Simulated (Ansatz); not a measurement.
# WSe2 (P6_3/mmc): converging the G0W0 gap

How do accuracy and time trade against each other in G0W0 on WSe2 (P6_3/mmc)?

Program: Ansatz 0.2.0. Level of theory: G0W0 on PBE, plane waves, PAW. Results are calculated unless marked as measured.

The database entry behind the starting cell differs from later determinations by our own check (a about 0.2 % long), so it need not match the best structure at ambient conditions.

### Step 1. The starting structure

It takes space group P6_3/mmc (No. 194, hexagonal). Conventional cell: a = 3.290 Å, b = 3.290 Å, c = 12.970 Å, α = 90.00°, β = 90.00°, γ = 120.00°. W has 6 Se at 2.53 Å nearest. Nearest to Se lie 3 W at 2.53 Å. Farther neighbours and most contacts between anions are not listed.

The cell and positions come from the Crystallography Open Database and are kept as given unless a step says otherwise. Spin-orbit coupling is left out unless a step names it. The default PAW set here is soft_2. Its files were made with PBE.

### Step 2. 128 empty bands, screening to 60 eV

Now the one-shot GW correction: screening in the RPA, then the self-energy of the levels asked for.

Contents of input.yaml:

```yaml
crystal:
  lattice:
    - [3.29, 0.0, 0.0]
    - [-1.645, 2.8492235785, 0.0]
    - [0.0, 0.0, 12.97]
  atoms:
    - { symbol: W, position: [0.3333333333, 0.6666666667, 0.25] }
    - { symbol: W, position: [0.6666666667, 0.3333333333, 0.75] }
    - { symbol: Se, position: [0.3333333333, 0.6666666667, 0.621] }
    - { symbol: Se, position: [0.6666666667, 0.3333333333, 0.121] }
    - { symbol: Se, position: [0.3333333333, 0.6666666667, 0.879] }
    - { symbol: Se, position: [0.6666666667, 0.3333333333, 0.379] }
kpoints:
  mp_grid: { grid: [6, 6, 2] }
hamiltonian:
  xc: pbe
scf:
  occupations: { method: fixed }
gw:
  n_empty_bands: 128
  ecut_chi: 60
  qp_bands: [v2, c2]
  qp_kpoints: band_edges
  screening: { model: contour_deformation }
```

Run with:

```console
$ ansatz run input.yaml --threads 3 --pin off --max-ram 92160MiB --backend cuda --events-out ev --progress --plain --runs-dir out --devices 1 --max-vram 13GiB  # rebuilt from the run's record
```

Numbers of over 12 decimals in the logs are rounded to 6 here.

The program printed:

```text
GPUs: using 1 of 1 available (devices: 1).
Engine: ansatz 0.2.0, x86_64-unknown-linux-gnu
Pseudopotentials: kind: paw
Pseudopotential: W, paw, valence charge 14, recommended cutoff 420 eV (normal), W.paw.azcp
Pseudopotential: Se, paw, valence charge 16, recommended cutoff 420 eV (normal), Se.paw.azcp
Functional definition: PBE
  parameter kappa = 0.804
  parameter beta = 0.066725
  exchange = pbe_x(kappa = kappa, mu = beta*pi^2/3)
  correlation = pbe_c(beta = beta)
device memory: the entry about to start is reckoned to put 2.5 GiB on a device that reports 34.8 GiB free (of which the cap on the GPU budget leaves the run 13.0 GiB)
GPU FFT provider: cuFFT
GPU libraries: cuBLAS 13.8.2, cuFFT 12.4.0, cuSOLVER 12.3.4
Crystal: 6 atoms, lattice volume = 121.580 Å³
Basis set: ecut = 420 eV, 2419 PW (Γ)
Bands: 56, of which v1, the nominal top of the filled ones, is band 46 counted from 1 (45 counted from 0)
Symmetry: 24 space group operations
Space group: P63/mmc (ITA 194), of the structure as read, at distance tolerance 5.0e-5 Å
k-points: 14 of 72
Non-local potential: W, projectors of the file, l = 0: 3, l = 1: 2, l = 2: 2, l = 3: 1
Non-local potential: Se, projectors of the file, l = 0: 2, l = 1: 2, l = 2: 3, l = 3: 1
PAW form: soft (Blöchl's): semilocal exchange-correlation on the pseudo side does not see the compensation charge
PAW one-centre angular grid: W, 590 points (default); XC on 64 Gauss nodes
PAW one-centre angular grid: Se, 590 points (default); XC on 64 Gauss nodes
Initial density: superposition of atomic densities (neutral atoms: chi_scale 0, normalization atom), corrected by the library's trained network
Initial wavefunctions: pseudopotential atomic-orbital guess
GPU buffer pool allocated for 51840 grid points (all kernels)
GPU transforms: local potential and band sums: pruned to the plane-wave sphere, on 24×24×90
Functional: x = pbe(κ = 0.804, μ = 0.219515), c = pbe(β = 0.066725)
SCF iter   1: F=—  HF=-42649.193134 eV  |F-HF|=—  |Δ(HF+E_count)|=         —  Δρ=4.34e-3  dr2=5.50e-3  ethr=1.77e-3  ⟨swp⟩=4.9  Hψ=2498  notcnv=0  defer=92
preconditioner: auto → Resta (q_TF=auto, 2.604 Å⁻¹)  ε∞=6.0  [insulator: Δε(μ)=0.971 eV  Ē_g=8.998 eV  n_scr=40 (ndim 8)  ℏωp=20.2 eV  f_vac=0.044  ε∞_Penn≈6.0]
SCF iter   2: F=—  HF=-42649.201845 eV  |F-HF|=—  |Δ(HF+E_count)|=   8.71e-3  Δρ=2.52e-3  dr2=1.82e-3  ethr=5.98e-6  ⟨swp⟩=2.0  Hψ=1359  notcnv=0  defer=110
SCF iter   3: F=—  HF=-42649.206144 eV  |F-HF|=—  |Δ(HF+E_count)|=   4.30e-3  Δρ=3.93e-4  dr2=4.51e-4  ethr=1.98e-6  ⟨swp⟩=2.0  Hψ=1049  notcnv=0  defer=110
SCF iter   4: F=—  HF=-42649.206086 eV  |F-HF|=—  |Δ(HF+E_count)|=   5.79e-5  Δρ=8.88e-5  dr2=4.57e-6  ethr=4.90e-7  ⟨swp⟩=2.4  Hψ=1304  notcnv=0  defer=54
SCF iter   5: F=—  HF=-42649.206097 eV  |F-HF|=—  |Δ(HF+E_count)|=   1.03e-5  Δρ=3.25e-5  dr2=6.45e-7  ethr=4.97e-9  ⟨swp⟩=2.4  Hψ=1363  notcnv=0  defer=41
SCF iter   6: F=-42649.206099 eV  HF=-42649.206099 eV  |F-HF|=3.65e-8  |Δ(HF+E_count)|=   2.01e-6  Δρ=5.87e-6  dr2=6.00e-8  ethr=1.09e-10  ⟨swp⟩=9.3  Hψ=2914  notcnv=0
SCF 1 converged in 6 iterations: F = -42649.206099 eV  dr2 = 6.00e-8
  greatest PAW one-centre occupation: 1.000 electrons in one spin orbital (limit 2), on the Se atom at site 4 (counted from 0), in its partial waves of l = 2
device memory: the entry about to start is reckoned to put 3.2 GiB (of the 3.2 GiB reckoned in all, the device holds 0.1 GiB already) on a device that reports 34.6 GiB free (of which the cap on the GPU budget leaves the run 13.0 GiB)
NSCF: frozen V_eff on 14 k-points
the band table was solved once the SCF had ended and its energy, with any forces and stress, was formed, with the checks that follow a solve (3148 applications of the Hamiltonian). They found nothing against the state; the energy, forces and stress were not computed again (output.eigenvalues in the input reference)
device memory: the entry about to start is reckoned to put 4.0 GiB on a device that reports 31.1 GiB free (of which the cap on the GPU budget leaves the run 13.0 GiB)
NSCF: frozen V_eff on 14 k-points
G₀W₀ screening: q 1/14
[... further progress lines ...]
SCF converged after 6 iterations
Free energy (F): -42649.206099 eV
Harris-Foulkes:  -42649.206099 eV  (|F-HF|=3.65e-8)
Internal energy: -42649.206099 eV  (E = F + TS)
E sigma→0 (E₀):  -42649.206099 eV
Fermi energy:    12.956967 eV
--- Per-component energies (eV) ---
  E_band       = -1683.218420
  E_kinetic    = 1379.684613
  E_local      = -11426.432405  (includes V_loc(G=0)·N_el)
  E_nonlocal   = -2379.711343
  E_hartree    = 5496.540113
  E_xc         = -953.323903
  E_vxc        = -873.934551  (∫ρ·V_xc dr)
  E_paw        = -24771.115243  (= ΣΔE_a)
  E_vpaw       = 624.108658  (= ΣTr[D̂ρ^β])
  E_aug_tail   = -0.002475  (compensation charges beyond the density's cutoff)
  E_ewald      = -9994.845457
  E_smearing   = -0.000000  (= −TS)
  E_closure    = 0.000000  (closes the sum)
  Σ components = -42649.206099   (vs F -42649.206099, Δ=0.00e0)
--- Band table (eV; the first three rows and the last of 14) ---
  k-point 0: bands = [... 42 lower, 11.4570, 11.8525, 11.8899, 12.9570, 15.5966, 15.5966, 15.6471, 15.6471, ... 6 higher]
  k-point 1: bands = [... 42 lower, 11.4294, 11.4294, 12.7404, 12.7404, 15.6022, 15.6022, 15.6022, 15.6022, ... 6 higher]
  k-point 2: bands = [... 42 lower, 11.1115, 11.8714, 11.9044, 12.2882, 14.6109, 15.1432, 15.2162, 15.2868, ... 6 higher]
  k-point 13: bands = [... 42 lower, 10.2227, 10.2227, 12.6187, 12.6187, 14.2841, 14.2841, 15.3888, 15.3888, ... 6 higher]
--- G₀W₀: contour deformation, 7 samples at zero and on the imaginary axis and 1 off it, 72 q-points, 128 empty bands' worth ---
  eigenvalues of the whole cell's RPA ε∞ on this k-mesh (on a slab, of 1 + 4πα/V) = 7.1898, 15.8185, 15.8185; static W/v taken at q = 0 is 0.066353
  bands read: the sum over 174 bands ends inside a degenerate multiplet in 1 slot, whose members it reads at an even weight; the widest, k=12: bands 174 to 175 (counted from 1) at 1/2 each
  gw.qp_kpoints: band_edges: 10 of 14 stored k-points solved, in 1 pass; an edge of the gap read off the rows below is read off those points alone
    valence top: of the k-points left out ik 6 came nearest to being solved in a further pass, in band 46 (counted from 1, as in the quasiparticle table): it holds the edge there only if its correction is more favourable than any solved in that band by at least 1.111 eV; those differ by 0.131 eV
    conduction bottom: of the k-points left out ik 4 came nearest to being solved in a further pass, in band 47 (counted from 1, as in the quasiparticle table): it holds the edge there only if its correction is more favourable than any solved in that band by at least 0.576 eV; those differ by 0.190 eV
    ik  band        ε_KS         Σx   Σc(E_QP)       V_xc       Z   E_QP_lin       E_QP  E_QP is
     0    45     11.8899   -18.1406     2.1362   -15.9334  0.7723    11.8189    11.8190  root
     0    46     12.9570   -19.3876     0.8717   -18.7647  0.7595    13.2052    13.2058  root
     0    47     15.5966   -13.8666    -3.6913   -18.2073  0.7608    16.2554    16.2460  root
     0    48     15.5966   -13.8666    -3.6913   -18.2073  0.7608    16.2554    16.2460  root
     1    45     12.7404   -19.0852     1.1034   -18.1680  0.7610    12.9263    12.9267  root
     1    46     12.7404   -19.0852     1.1034   -18.1680  0.7610    12.9263    12.9267  root
     1    47     15.6022   -13.8250    -3.6766   -18.1422  0.7598    16.2520    16.2428  root
     1    48     15.6022   -13.8250    -3.6766   -18.1422  0.7598    16.2520    16.2428  root
     2    45     11.9044   -18.2161     2.1218   -16.0438  0.7719    11.8539    11.8540  root
     2    46     12.2882   -19.0903     1.2137   -18.0623  0.7555    12.4735    12.4739  root
     2    47     14.6109   -13.3548    -3.4909   -17.3791  0.7647    15.1494    15.1443  root
     2    48     15.1432   -14.0259    -3.8183   -18.5019  0.7673    15.8093    15.8008  root
     3    45     12.2424   -19.0432     1.3263   -17.8777  0.7566    12.4029    12.4032  root
     3    46     12.2424   -19.0432     1.3263   -17.8777  0.7566    12.4029    12.4032  root
     3    47     14.8912   -13.7546    -3.5909   -17.9189  0.7619    15.4711    15.4645  root
     3    48     14.8912   -13.7546    -3.5909   -17.9189  0.7619    15.4711    15.4645  root
     8    45     11.8160   -19.3446     1.5239   -17.9753  0.7476    11.9702    11.9706  root
     8    46     11.8563   -19.4181     1.5362   -18.0391  0.7500    12.0130    12.0134  root
     8    47     13.9327   -13.0693    -3.2647   -16.7931  0.7697    14.3947    14.3918  root
     8    48     14.8184   -14.1614    -3.6808   -18.4269  0.7549    15.4103    15.4031  root
     9    45     11.8420   -19.3953     1.5291   -18.0233  0.7490    11.9987    11.9991  root
     9    46     11.8420   -19.3953     1.5291   -18.0233  0.7490    11.9987    11.9991  root
     9    47     14.3247   -13.6404    -3.4321   -17.5972  0.7658    14.8539    14.8495  root
     9    48     14.3247   -13.6404    -3.4321   -17.5972  0.7658    14.8539    14.8495  root
[...]
12    45     12.5131   -18.1546     0.8752   -17.4202  0.7575    12.6536    12.6539  root
    12    46     12.7588   -18.7791     0.7728   -18.2077  0.7580    12.9597    12.9601  root
    12    47     14.2840   -15.5743    -3.4942   -19.6941  0.7535    14.9163    14.9096  root
    12    48     14.2840   -15.5743    -3.4942   -19.6941  0.7535    14.9163    14.9096  root
    13    45     12.6187   -18.3733     0.8165   -17.7227  0.7580    12.7844    12.7847  root
    13    46     12.6187   -18.3733     0.8165   -17.7227  0.7580    12.7844    12.7847  root
    13    47     14.2841   -15.5713    -3.4942   -19.6909  0.7535    14.9163    14.9096  root
    13    48     14.2841   -15.5713    -3.4942   -19.6909  0.7535    14.9163    14.9096  root
```

Elapsed: 16 s, on 1 × NVIDIA H100 80GB HBM3 (shared by 6 runs) with 3 threads of AMD EPYC 7R13 (Zen 3), shared host; peak memory 1.2 GiB; 29 s of CPU time.

Numbers from this step:

```
bands summed                                 : 174
RPA ε∞ on this mesh (eigenvalues)            : 7.190, 15.82, 15.82
plane waves in the screening matrix          : 125
q-points in the mesh                         : 72
G0W0 gap on the mesh                         : 1.186 eV
k of the valence top                         : 0, 0, 0
k of the conduction bottom                   : 0.1667, 0.1667, 0
starting gap on the mesh                     : 0.9758 eV
Z at the valence top                         : 0.7595
Z at the conduction bottom                   : 0.7697
least direct G0W0 gap on the computed points : 1.949 eV
```

The gap on the mesh goes from 0.98 eV to 1.19 eV, a correction of +0.21 eV. Between the two edge states, bare exchange in place of the xc potential would open the gap by 4.35 eV, and correlation takes back 4.14 eV.

### Step 3. 362 empty bands, screening to 120 eV

Another rung: the empty bands reach about as high as the screening cutoff, so the two stay in balance.

Edit input.yaml of step 2 so:

```diff
@@ -19,4 +19,4 @@
 gw:
-  n_empty_bands: 128
-  ecut_chi: 60
+  n_empty_bands: 362
+  ecut_chi: 120
   qp_bands: [v2, c2]
```

The program printed:

```text
GPUs: using 1 of 1 available (devices: 1).
[...]
GPU FFT provider: cuFFT
GPU libraries: cuBLAS 13.8.2, cuFFT 12.4.0, cuSOLVER 12.3.4
Crystal: 6 atoms, lattice volume = 121.580 Å³
Basis set: ecut = 420 eV, 2419 PW (Γ)
Bands: 56, of which v1, the nominal top of the filled ones, is band 46 counted from 1 (45 counted from 0)
Symmetry: 24 space group operations
[...]
k-points: 14 of 72
[...]
GPU buffer pool allocated for 51840 grid points (all kernels)
[...]
SCF iter   1: F=—  HF=-42649.193134 eV  |F-HF|=—  |Δ(HF+E_count)|=         —  Δρ=4.34e-3  dr2=5.50e-3  ethr=1.77e-3  ⟨swp⟩=4.9  Hψ=2498  notcnv=0  defer=92
[...]
SCF iter   6: F=-42649.206099 eV  HF=-42649.206099 eV  |F-HF|=3.65e-8  |Δ(HF+E_count)|=   2.01e-6  Δρ=5.87e-6  dr2=6.00e-8  ethr=1.09e-10  ⟨swp⟩=9.3  Hψ=2914  notcnv=0
SCF 1 converged in 6 iterations: F = -42649.206099 eV  dr2 = 6.00e-8
[...]
NSCF: frozen V_eff on 14 k-points
[...]
G₀W₀ screening: q 1/14
[... further progress lines ...]
SCF converged after 6 iterations
Free energy (F): -42649.206099 eV
[...]
Internal energy: -42649.206099 eV  (E = F + TS)
E sigma→0 (E₀):  -42649.206099 eV
Fermi energy:    12.956967 eV
[...]
--- Band table (eV; the first three rows and the last of 14) ---
  k-point 0: bands = [... 42 lower, 11.4570, 11.8525, 11.8899, 12.9570, 15.5966, 15.5966, 15.6471, 15.6471, ... 6 higher]
  k-point 1: bands = [... 42 lower, 11.4294, 11.4294, 12.7404, 12.7404, 15.6022, 15.6022, 15.6022, 15.6022, ... 6 higher]
  k-point 2: bands = [... 42 lower, 11.1115, 11.8714, 11.9044, 12.2882, 14.6109, 15.1432, 15.2162, 15.2868, ... 6 higher]
  k-point 13: bands = [... 42 lower, 10.2227, 10.2227, 12.6187, 12.6187, 14.2841, 14.2841, 15.3888, 15.3888, ... 6 higher]
[...]
0    45     11.8899   -18.1406     1.7137   -15.9334  0.7684    11.3922    11.3964  root
     0    46     12.9570   -19.3876     0.4604   -18.7647  0.7534    12.7942    12.7945  root
     0    47     15.5966   -13.8666    -4.1047   -18.2073  0.7559    15.8337    15.8326  root
     0    48     15.5966   -13.8666    -4.1047   -18.2073  0.7559    15.8337    15.8326  root
     1    45     12.7404   -19.0852     0.6986   -18.1680  0.7553    12.5213    12.5219  root
     1    46     12.7404   -19.0852     0.6986   -18.1680  0.7553    12.5213    12.5219  root
     1    47     15.6022   -13.8250    -4.0909   -18.1422  0.7548    15.8296    15.8285  root
     1    48     15.6022   -13.8250    -4.0909   -18.1422  0.7548    15.8296    15.8285  root
[...]
13    45     12.6187   -18.3733     0.4479   -17.7227  0.7528    12.4156    12.4160  root
    13    46     12.6187   -18.3733     0.4479   -17.7227  0.7528    12.4156    12.4160  root
    13    47     14.2841   -15.5713    -3.8822   -19.6909  0.7464    14.5225    14.5216  root
    13    48     14.2841   -15.5713    -3.8822   -19.6909  0.7464    14.5225    14.5216  root
```

It took 39 s on 1 × NVIDIA H100 80GB HBM3 (shared by 6 runs) with 3 threads; peak memory 1.6 GiB; 63 s of CPU time.

Numbers from this step:

| Item | Value |
| --- | --- |
| bands summed | 408 |
| RPA ε∞ on this mesh (eigenvalues) | 7.125, 15.37, 15.37 |
| plane waves in the screening matrix | 341 |
| q-points in the mesh | 72 |
| G0W0 gap on the mesh | 1.261 eV |
| k of the valence top | 0, 0, 0 |
| k of the conduction bottom | 0.1667, 0.1667, 0 |
| starting gap on the mesh | 0.9758 eV |
| Z at the valence top | 0.7534 |
| Z at the conduction bottom | 0.7648 |
| least direct G0W0 gap on the computed points | 1.948 eV |

Against the run with 6×6×2 mesh, 128 empty bands, screening to 60 eV, the gap moves by +0.07 eV.

### Step 4. 780 empty bands, screening to 200 eV

Edit input.yaml of step 3 so:

```diff
@@ -19,4 +19,4 @@
 gw:
-  n_empty_bands: 362
-  ecut_chi: 120
+  n_empty_bands: 780
+  ecut_chi: 200.0
   qp_bands: [v2, c2]
```

The program printed:

```text
GPUs: using 1 of 1 available (devices: 1).
[...]
GPU FFT provider: cuFFT
GPU libraries: cuBLAS 13.8.2, cuFFT 12.4.0, cuSOLVER 12.3.4
Crystal: 6 atoms, lattice volume = 121.580 Å³
Basis set: ecut = 420 eV, 2419 PW (Γ)
Bands: 56, of which v1, the nominal top of the filled ones, is band 46 counted from 1 (45 counted from 0)
Symmetry: 24 space group operations
[...]
k-points: 14 of 72
[...]
1    48     15.6022   -13.8250    -4.2852   -18.1422  0.7544    15.6343    15.6342  root
[...]
13    45     12.6187   -18.3733     0.2750   -17.7227  0.7512    12.2414    12.2431  root
    13    46     12.6187   -18.3733     0.2750   -17.7227  0.7512    12.2414    12.2431  root
    13    47     14.2841   -15.5713    -4.0707   -19.6909  0.7435    14.3332    14.3331  root
    13    48     14.2841   -15.5713    -4.0707   -19.6909  0.7435    14.3332    14.3331  root
[key lines of the parts left out:]
SCF converged after 6 iterations
Free energy (F): -42649.206099 eV
Fermi energy:    12.956967 eV
```

It took 60 s on 1 × NVIDIA H100 80GB HBM3 (shared by 6 runs) with 3 threads; peak memory 3.1 GiB.

Numbers from this step:

- bands summed: 826
- RPA ε∞ on this mesh (eigenvalues): 7.117, 15.25, 15.25
- plane waves in the screening matrix: 773
- G0W0 gap on the mesh: 1.295 eV
- k of the valence top: 0, 0, 0
- k of the conduction bottom: 0.1667, 0.1667, 0
- starting gap on the mesh: 0.9758 eV
- least direct G0W0 gap on the computed points: 1.941 eV

Against the run with 6×6×2 mesh, 362 empty bands, screening to 120 eV, the gap moves by +0.03 eV.

(Continued in part 2 of 2.)

[Paths, hosts, dates, memory and timing lines, banners, echoed tables and standing remarks are left out of the program output.]

[Logs are printed without paths, hosts, clocks, repeated set-up lines and the standing remarks that a program may print on its own settings, such as how far it seeks lower states.]

[Runs of the session that timed out or met a known fault of the program may be left out.]

[Cells called generated may have been cut or substituted from an entry of the Crystallography Open Database or the Materials Project.]

[Hosts, paths, dates, database ids (printed as entryN), source tags and the programs' standing remarks are cut or masked in the printed files.]
